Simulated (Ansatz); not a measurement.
# ReS2 monolayer (2H): phonons and vibrational spectra, part 2 of 2

Wanted: vibrations and spectra of ReS2 monolayer (2H); the cell is already relaxed. After the zone centre comes a 6×6×1 q mesh on a 18×18×1 k mesh.

Ansatz 0.2.0; DFT PBEsol, scalar-relativistic, plane waves, PAW; PAW set soft_1.

So far. Step 2 (Modes at Γ): Before it was imposed, the acoustic sum rule was missed by 3.7e-5 eV/Å². Small misses are needed for a sound result but don't prove that mesh and cutoff are converged. The lowest optical mode is real, 242 cm⁻¹.

## 3. Response at finite wavevector (continued)

The phonon density of states has structure finer than the step of the table below, so its rows give means over 20 cm⁻¹, whole bins alone (the curve runs from -222 to 382 cm⁻¹). Peaks (cm⁻¹: height): 87.5: 0.0375, 152.5: 0.0414, 252.5: 0.0766, 292.5: 0.154, 332.5: 0.0572.

Tetrahedra on a 24×24×1 mesh, mean over bins of 5 cm-1. Interpolated from a 6×6×1 q mesh. Phonon density of states against wavenumber; means over each step:

```
wavenumber (cm⁻¹)  phonon density of states (1/cm⁻¹/cell)
             -200                                 0.00324
             -180                                 0.00372
             -160                                 0.00451
             -140                                 0.00784
             -120                                 0.00726
             -100                                 0.00325
              -80                                 0.00210
              -60                                 0.00126
              -40                                  9.9e-4
              -20                                 0.00174
                0                                 0.00292
               20                                 0.00459
               40                                 0.00839
               60                                  0.0172
               80                                  0.0291
              100                                  0.0178
              120                                 0.00724
              140                                  0.0149
              160                                  0.0105
              180                                       0
              200                                       0
              220                                  7.3e-4
              240                                  0.0225
              260                                  0.0410
              280                                  0.0605
              300                                  0.0937
              320                                  0.0423
              340                                  0.0318
              360                                 0.00468
```

The partial phonon density of states has structure finer than the step of the table below, so its rows give means over 20 cm⁻¹, whole bins alone (the curve runs from -229 to 404 cm⁻¹). Peaks (cm⁻¹: height): Re -180.9: 0.00493, -129.1: 0.00892, 38.2: 0.0104, 82.0: 0.0248, 149.7: 0.0198, 301.0: 0.0152; S 253.2: 0.0470, 293.0: 0.101, 332.8: 0.0427.

Phonopy on the run's constants, 21x21x1 mesh, Gaussian sigma 4.5 cm-1. Interpolated from a 6×6×1 q mesh. Table of partial phonon density of states by wavenumber; means over each step; values in 1/cm⁻¹/cell:

| wavenumber (cm⁻¹) | Re | S |
| --- | --- | --- |
| -200 | 0.00274 | 4.2e-4 |
| -180 | 0.00355 | 5.7e-4 |
| -160 | 0.00356 | 5.9e-4 |
| -140 | 0.00629 | 0.00105 |
| -120 | 0.00665 | 0.00118 |
| -100 | 0.00258 | 4.9e-4 |
| -80 | 0.00160 | 2.9e-4 |
| -60 | 0.00203 | 3.9e-4 |
| -40 | 0.00104 | 1.8e-4 |
| -20 | 8.2e-4 | 1.4e-4 |
| 0 | 0.00115 | 4.0e-4 |
| 20 | 0.00338 | 9.4e-4 |
| 40 | 0.00790 | 0.00203 |
| 60 | 0.0132 | 0.00326 |
| 80 | 0.0235 | 0.00540 |
| 100 | 0.0145 | 0.00359 |
| 120 | 0.00565 | 0.00191 |
| 140 | 0.0113 | 0.00327 |
| 160 | 0.00859 | 0.00217 |
| 180 | 4.4e-6 | 8.8e-7 |
| 200 | 0 | 0 |
| 220 | 5.7e-5 | 0.00101 |
| 240 | 0.00128 | 0.0217 |
| 260 | 9.9e-4 | 0.0396 |
| 280 | 0.00429 | 0.0586 |
| 300 | 0.0138 | 0.0766 |
| 320 | 0.00601 | 0.0375 |
| 340 | 0.00194 | 0.0288 |
| 360 | 7.5e-5 | 0.00502 |
| 380 | 9.3e-6 | 0.00282 |

Symmetry leaves 7 wavevectors to solve. The lowest mode among them, the acoustic zeros apart, lies at q = (0, -0.5, 0) and is imaginary, 221.0i cm⁻¹, so the energy falls along it.

## 4. Another isotope

An isotope changes the mass and not the force constants, so no new electronic calculation is needed; the shifts show which modes move this element.

The same force constants with the mass of S changed from 32.060 to 33.968 u (phonopy, no LO-TO term). Both lists are sorted by frequency; levels can cross, so a row need not hold one and the same mode. Modes under 3 cm⁻¹ are left out. Isotope shifts, by row:

```csv
q,rank,natural mass (cm⁻¹),changed mass (cm⁻¹)
0 0 0,4,241.8,236.7
0 0 0,5,258.4,251
0 0 0,6,258.4,251
0 0 0,7,317.3,310.6
0 0 0,8,317.3,310.6
0 0 0,9,383,372.1
0 0.1667 0,1,43.94,43.58
0 0.1667 0,2,64.95,64.5
0 0.1667 0,3,89.87,89.32
0 0.1667 0,4,238.7,232
0 0.1667 0,5,264.4,256.9
0 0.1667 0,6,301.9,295.6
0 0.1667 0,7,307.8,300.7
0 0.1667 0,8,313.8,307
0 0.1667 0,9,359.8,349.7
0 0.3333 0,1,-115.4,-114.9
0 0.3333 0,2,77.02,76.63
0 0.3333 0,3,122.9,122
0 0.3333 0,4,254.9,248.3
0 0.3333 0,5,270.8,263.1
0 0.3333 0,6,292.4,285.5
0 0.3333 0,7,294.8,287.4
0 0.3333 0,8,295.3,287.9
0 0.3333 0,9,334.1,325.4
0 -0.5 0,1,-221,-220.2
0 -0.5 0,2,-36.2,-36.06
0 -0.5 0,3,156.5,155.9
0 -0.5 0,4,242.3,236.3
0 -0.5 0,5,276.1,268.2
0 -0.5 0,6,285.4,278.3
0 -0.5 0,7,293.5,285.2
0 -0.5 0,8,314.5,306.6
0 -0.5 0,9,346.4,336.6
```

A mode of this element alone would shift by -2.85 %. The highest zone-centre frequency without the field goes from 383.0 to 372.1 cm⁻¹ (-2.8 %). The product of the frequency ratios over all optical modes at Γ is 0.860; the product rule, (m/m′)^(3k/2) (M′/M)^(3/2) with k = 2 such atoms and M the mass of the cell, gives 0.860.

## 5. Summary of results

```json
{
 "space group (within 0.01 Å)": "P-6m2",
 "area per atom": "2.60 Å²",
 "electronic character": "no gap on this mesh",
 "highest optical mode at the zone centre (no LO-TO term)": "383 cm⁻¹",
 "lowest optical zone-centre mode": "242 cm⁻¹",
 "lowest mode on the q mesh (acoustic modes at Γ apart)": "-221 cm⁻¹",
 "highest frequency on the path or at a solved wavevector": "383 cm⁻¹",
 "imaginary modes on the 6×6×1 q mesh": "yes"
}
```

What this shows: Modes are clearly imaginary (beyond 10i cm⁻¹) at 5 of the 7 irreducible wavevectors, most at q = (0, -0.5, 0) (221.0i cm⁻¹), so this structure is not a minimum of the energy. The optical modes at Γ span 242 to 383 cm⁻¹. The highest mode in this list at Γ, 383.0 cm⁻¹, is mostly motion of S (100 % of the kinetic energy). With no gap, or one that is small against the smearing, the frequencies hang on the k mesh and the smearing, most of all near Kohn anomalies. The phonon runs are without spin polarisation, although the cell has an odd electron count. In a sheet or slab the interpolated bending branch near Γ is rough, since the rotational sum rule isn't imposed. Spin-orbit coupling is left out, which can matter for the heavy elements here. The PAW files were made for PBE and serve the other functionals too. A phonon run warned that its eigensolver left some bands unconverged in a pass. The starting cell was built on a prototype and not taken from a measurement. These are harmonic frequencies at zero temperature: anharmonic shifts, linewidths and thermal expansion are left out.

[Logs are printed without paths, hosts, clocks, repeated set-up lines and the standing remarks that a program may print on its own settings, such as how far it seeks lower states.]

[Hosts, paths, dates, database ids (printed as entryN), source tags and the programs' standing remarks are cut or masked in the printed files.]
